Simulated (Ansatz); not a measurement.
## How the geometry moves the gap of MgH2 (P4_2/mnm)

How far does the choice of cell move the gap? The case is MgH2 (P4_2/mnm).

Main program and level: Ansatz 0.2.0; PBE, HSE06 and G0W0, plane waves, PAW.

**Experimental background.**

- Gap 5.6 ± 0.1 eV: optical band gap from transmission onset (total and diffuse); optical transmission and ellipsometry; 300 K; film (polycrystalline Pd-capped film on quartz, hydrogenated at 100 bar and 100 C, measured in 1 bar H2) (“Optical properties of MgH2 measured in situ in a novel gas cell for ellipsometry/spectrophotometry”, 2003, arxiv:cond-mat/0305418).

Report form: the programs' logs are mostly left out.

## (1) The structure

Symmetry: P4_2/mnm, No. 136, tetragonal system. The conventional cell has a = 4.517 Å, b = 4.517 Å, c = 3.021 Å, α = 90.00°, β = 90.00°, γ = 90.00°. Nearest to Mg lie 6 H at 1.95 Å. Nearest to H lie 3 Mg at 1.95 Å. Farther neighbours are not listed.

The cell and positions come from the Crystallography Open Database and are kept as given unless a step says otherwise. The default PAW set here is soft_2. Its files were made with PBE.

## (2) PBE bands at the given cell

Levels along a band path, at the cheap level, show where the edges lie and whether the meshes to come will hold them.

This step: DFT, PBE, plane waves, PAW.

File input.yaml:

```yaml
crystal:
  lattice:
    - [4.5168, 0.0, 0.0]
    - [0.0, 4.5168, 0.0]
    - [0.0, 0.0, 3.0205]
  atoms:
    - { symbol: Mg, position: [0.0, 0.0, 0.0] }
    - { symbol: Mg, position: [0.5, 0.5, 0.5] }
    - { symbol: H, position: [0.306, 0.306, 0.0] }
    - { symbol: H, position: [0.194, 0.806, 0.5] }
    - { symbol: H, position: [0.694, 0.694, 0.0] }
    - { symbol: H, position: [0.806, 0.194, 0.5] }
kpoints:
  mp_grid: { grid: [6, 6, 8] }
  band_path:
    path:
      - [[0.0, 0.0, 0.0], [0.0, 0.5, 0.0], [0.5, 0.5, 0.0], [0.0, 0.0, 0.0], [0.0, 0.0, 0.5], [0.0, 0.5, 0.5], [0.5, 0.5, 0.5], [0.0, 0.0, 0.5]]
      - [[0.0, 0.5, 0.0], [0.0, 0.5, 0.5]]
      - [[0.5, 0.5, 0.0], [0.5, 0.5, 0.5]]
    npoints: 10
hamiltonian:
  xc: pbe
scf:
  occupations: { method: fermi_dirac, width: 0.02 }
  n_extra_bands: 6
output:
  eigenvalues: true
  forces: true
  stress: true
  write_density: true
  write_potential: true
  elf: true
  volumetric_format: npy
```

The run is started by

```sh
$ ansatz run input.yaml --threads 3 --pin off --max-ram 92160MiB --backend cuda --events-out ev --progress --plain --runs-dir out --devices 1 --max-vram 13GiB  # rebuilt from the run's record
```

It took 4.6 s on 1 × NVIDIA H100 80GB HBM3 (shared by 6 runs) with 3 threads of AMD EPYC 7R13 (Zen 3), shared host; peak memory 0.92 GiB; 6.6 s of CPU time.

Numbers from this step:

| Item | Value |
| --- | --- |
| pressure | -0.1130 GPa |
| filled bands | 12 |
| gap | 3.720 eV |
| valence top at | k = (0.167, 0.167, 0.125) |
| conduction bottom at | k = (0.400, 0.400, 0.500) |
| least direct gap | 4.519 eV |

The gap is indirect, with the least direct gap 0.80 eV higher.

## (3) Relaxing cell and ions

A relaxation at this level of theory: leftover forces would pass straight into the levels.

input.yaml, the sections that differ from step 2:

```yaml
kpoints:
  mp_grid: { grid: [6, 6, 8] }
scf:
  occupations: { method: fermi_dirac, width: 0.02 }
relax:
  f_tol: 0.01
  max_steps: 60
  cell: {}
# crystal, hamiltonian: as in step 2
# output: removed
```

It took 6.1 s on 1 × NVIDIA H100 80GB HBM3 (shared by 6 runs) with 3 threads; peak memory 0.95 GiB; 8.1 s of CPU time.

Step by step:

| step | energy less that of the first step (eV) | largest force component (eV/Å) | pressure (GPa) | volume (Å³) |
| --- | --- | --- | --- | --- |
| 1 | 0.0000 | 0.0413 | -0.11 | 61.62 |
| 2 | -0.0003 | 0.0282 | 0.05 | 61.49 |
| 3 | -0.0013 | 0.0027 | -0.01 | 61.51 |
| 4 | -0.0014 | 0.0008 | 0.01 | 61.48 |
| 5* | -0.0013 | 0.0008 | 0.00 | 61.48 |

Relaxation steps marked * repeat the geometry before them on a plane-wave basis chosen anew for their cell, so energy and pressure can jump there.

Forces are held to the 16 operations that the run works with; a distortion that breaks them can't arise in this run.

| conventional cell, symmetrised | before | after | change |
| --- | --- | --- | --- |
| a (Å) | 4.517 | 4.518 | +0.0 % |
| b (Å) | 4.517 | 4.518 | +0.0 % |
| c (Å) | 3.021 | 3.012 | -0.3 % |
| volume (Å³/atom) | 10.27 | 10.25 | -0.2 % |

The atoms that moved most (Å, as changes of fractional coordinates times the final cell):

| atom | dx | dy | dz | length |
| --- | --- | --- | --- | --- |
| H5 | 0.007 | 0.007 | 0.000 | 0.010 |
| H4 | 0.007 | -0.007 | 0.000 | 0.010 |
| H6 | -0.007 | 0.007 | 0.000 | 0.010 |
| H3 | -0.007 | -0.007 | 0.000 | 0.010 |

## (4) PBE at the relaxed cell

File input.yaml:

```yaml
crystal:
  lattice:
    - [4.5176724066, 0.0, 0.0]
    - [0.0, 4.5176724066, 0.0]
    - [0.0, 0.0, 3.0122799443]
  atoms:
    - { symbol: Mg, position: [0.0, 0.0, 0.0] }
    - { symbol: Mg, position: [0.5, 0.5, 0.5] }
    - { symbol: H, position: [0.3044339728, 0.3044339728, 0.0] }
    - { symbol: H, position: [0.1955660272, 0.8044339728, 0.5] }
    - { symbol: H, position: [0.6955660272, 0.6955660272, 0.0] }
    - { symbol: H, position: [0.8044339728, 0.1955660272, 0.5] }
kpoints:
  mp_grid: { grid: [6, 6, 8] }
  band_path:
    path:
      - [[0.0, 0.0, 0.0], [0.0, 0.5, 0.0], [0.5, 0.5, 0.0], [0.0, 0.0, 0.0], [0.0, 0.0, 0.5], [0.0, 0.5, 0.5], [0.5, 0.5, 0.5], [0.0, 0.0, 0.5]]
      - [[0.0, 0.5, 0.0], [0.0, 0.5, 0.5]]
      - [[0.5, 0.5, 0.0], [0.5, 0.5, 0.5]]
    npoints: 10
hamiltonian:
  xc: pbe
scf:
  occupations: { method: fermi_dirac, width: 0.02 }
  n_extra_bands: 6
output:
  eigenvalues: true
  forces: true
  stress: true
```

It took 4.9 s on 1 × NVIDIA H100 80GB HBM3 (shared by 6 runs) with 3 threads; peak memory 0.92 GiB.

This step gave:

```
pressure             : 0.004064 GPa
gap                  : 3.727 eV
valence top at       : k = (0.150, 0.150, 0.000)
conduction bottom at : k = (0.400, 0.400, 0.500)
least direct gap     : 4.549 eV
```

The gap is indirect, with the least direct gap 0.82 eV higher.

## (5) HSE06 at the relaxed cell

The screened hybrid is the usual rung above semilocal functionals: a quarter of exact exchange, cut off beyond a few ångström.

This step: DFT, HSE06, plane waves, PAW.

File input.yaml:

```yaml
crystal:
  lattice:
    - [4.5176724066, 0.0, 0.0]
    - [0.0, 4.5176724066, 0.0]
    - [0.0, 0.0, 3.0122799443]
  atoms:
    - { symbol: Mg, position: [0.0, 0.0, 0.0] }
    - { symbol: Mg, position: [0.5, 0.5, 0.5] }
    - { symbol: H, position: [0.3044339728, 0.3044339728, 0.0] }
    - { symbol: H, position: [0.1955660272, 0.8044339728, 0.5] }
    - { symbol: H, position: [0.6955660272, 0.6955660272, 0.0] }
    - { symbol: H, position: [0.8044339728, 0.1955660272, 0.5] }
kpoints:
  mp_grid: { grid: [4, 4, 6] }
  band_path:
    path:
      - [0.0, 0.0, 0.0]
      - [0.0, 0.5, 0.0]
      - [0.5, 0.5, 0.0]
      - [0.0, 0.0, 0.5]
      - [0.0, 0.5, 0.5]
      - [0.5, 0.5, 0.5]
      - [0.1666666667, 0.1666666667, 0.125]
      - [0.4, 0.4, 0.5]
      - [0.35, 0.35, 0.5]
      - [0.15, 0.15, 0.0]
    npoints: 1
hamiltonian:
  xc: hse06
scf:
  occupations: { method: fixed }
  n_extra_bands: 6
output:
  eigenvalues: true
```

Wall time 14 s (1 × NVIDIA H100 80GB HBM3 (shared by 6 runs) with 3 threads); peak memory 1.3 GiB; 21 s of CPU time.

This step gave:

| Item | Value |
| --- | --- |
| gap | 4.813 eV |
| valence top at | v' |
| conduction bottom at | k = (0.400, 0.400, 0.500) |
| least direct gap | 5.722 eV |

The gap stands +1.09 eV against PBE.

## (6) G0W0 at the relaxed cell

G0W0 replaces the xc potential by the self-energy, built once from these orbitals. Only a window of levels is corrected, while the sums run over the empty bands that the input names.

This step: G0W0 on PBE, plane waves, PAW.

File input.yaml:

```yaml
crystal:
  lattice:
    - [4.5176724066, 0.0, 0.0]
    - [0.0, 4.5176724066, 0.0]
    - [0.0, 0.0, 3.0122799443]
  atoms:
    - { symbol: Mg, position: [0.0, 0.0, 0.0] }
    - { symbol: Mg, position: [0.5, 0.5, 0.5] }
    - { symbol: H, position: [0.3044339728, 0.3044339728, 0.0] }
    - { symbol: H, position: [0.1955660272, 0.8044339728, 0.5] }
    - { symbol: H, position: [0.6955660272, 0.6955660272, 0.0] }
    - { symbol: H, position: [0.8044339728, 0.1955660272, 0.5] }
kpoints:
  mp_grid: { grid: [4, 4, 6] }
hamiltonian:
  xc: pbe
scf:
  occupations: { method: fixed }
gw:
  n_empty_bands: 183
  ecut_chi: 120
  qp_bands: [v2, c2]
  qp_kpoints: band_edges
  screening: { model: contour_deformation }
```

It took 15 s on 1 × NVIDIA H100 80GB HBM3 (shared by 6 runs) with 3 threads; peak memory 1.2 GiB.

Numbers from this step:

```yaml
bands_summed: 195
rpa_eps_infinity_on_this_mesh_eigenvalues: 3.653, 3.653, 3.667
plane_waves_in_the_screening_matrix: 181
g0w0_gap_on_the_mesh: 5.891 eV
k_of_the_valence_top: 0, 0.25, 0
k_of_the_conduction_bottom: -0.5, -0.5, -0.5
starting_gap_on_the_mesh: 3.901 eV
least_direct_g0w0_gap_on_the_computed_points: 6.676 eV
```

The gap on the mesh goes from 3.90 eV to 5.89 eV, a correction of +1.99 eV. Between the two edge states, bare exchange in place of the xc potential would open the gap by 7.81 eV, and correlation takes back 5.82 eV. The start differs from the 3.73 eV found before because this mesh misses an edge.

## (7) G0W0 at the given cell

input.yaml, the sections that differ from step 6:

```yaml
crystal:
  lattice:
    - [4.5168, 0.0, 0.0]
    - [0.0, 4.5168, 0.0]
    - [0.0, 0.0, 3.0205]
  atoms:
    - { symbol: Mg, position: [0.0, 0.0, 0.0] }
    - { symbol: Mg, position: [0.5, 0.5, 0.5] }
    - { symbol: H, position: [0.306, 0.306, 0.0] }
    - { symbol: H, position: [0.194, 0.806, 0.5] }
    - { symbol: H, position: [0.694, 0.694, 0.0] }
    - { symbol: H, position: [0.806, 0.194, 0.5] }
# kpoints, hamiltonian, scf, gw: as in step 6
```

Run time: 18 s. Hardware: 1 × NVIDIA H100 80GB HBM3 (shared by 6 runs) with 3 threads; peak memory 1.2 GiB.

Numbers from this step:

```yaml
bands_summed: 195
rpa_eps_infinity_on_this_mesh_eigenvalues: 3.655, 3.655, 3.667
plane_waves_in_the_screening_matrix: 181
g0w0_gap_on_the_mesh: 5.895 eV
k_of_the_valence_top: 0, 0.25, 0
k_of_the_conduction_bottom: -0.5, -0.5, -0.5
starting_gap_on_the_mesh: 3.908 eV
least_direct_g0w0_gap_on_the_computed_points: 6.687 eV
```

The gap on the mesh goes from 3.91 eV to 5.90 eV, a correction of +1.99 eV. Between the two edge states, bare exchange in place of the xc potential would open the gap by 7.81 eV, and correlation takes back 5.83 eV. The start differs from the 3.72 eV found before because this mesh misses an edge.

## (8) Together

G0W0 rows are gaps on the mesh, lowered by the amount that the mesh misses the start's edges, a rough step that assumes the same correction there.

| level | given cell (eV) | relaxed cell (eV) | change (eV) |
| --- | --- | --- | --- |
| PBE | 3.72 | 3.73 | +0.01 |
| HSE06 | - | 4.81 | - |
| G0W0@PBE | 5.71 | 5.72 | +0.01 |

## (9) Outcome

```yaml
volume_change: −0.2 %
pbe_given_cell: 3.72 eV
pbe_relaxed_cell: 3.73 eV
hse06_relaxed_cell: 4.81 eV
g0w0_pbe_relaxed_cell: 5.72 eV
g0w0_pbe_given_cell: 5.71 eV
known_limits: not at the basis limit
```

What this shows: Relaxation changes the volume by −0.2 % and the gap by +0.01 eV (PBE) and +0.01 eV (G0W0@PBE). Against experiment, by G0W0@PBE at the given cell: the gap of 5.71 eV lies +0.11 eV from the measured 5.6 ± 0.1 eV (optical, 300 K, 2003). An exciton line or allowed optical edge lies below the quasiparticle gap by the binding energy; a forbidden edge can push the onset above it. The calculation has static nuclei and no excitons; a measured gap holds zero-point and thermal motion, which mostly lowers it. Bands and cutoff are finite, so the gap is not at the basis limit. The miss can reach some tenths of an eV and take either sign; the mesh is an error of its own.

[Paths, hosts, dates, memory and timing lines, banners, echoed tables and standing remarks are left out of the program output.]

[Logs are printed without paths, hosts, clocks, repeated set-up lines and the standing remarks that a program may print on its own settings, such as how far it seeks lower states.]

[Runs of the session that timed out or met a known fault of the program may be left out.]

[Cells called generated may have been cut or substituted from an entry of the Crystallography Open Database or the Materials Project.]

[Hosts, paths, dates, database ids (printed as entryN), source tags and the programs' standing remarks are cut or masked in the printed files.]
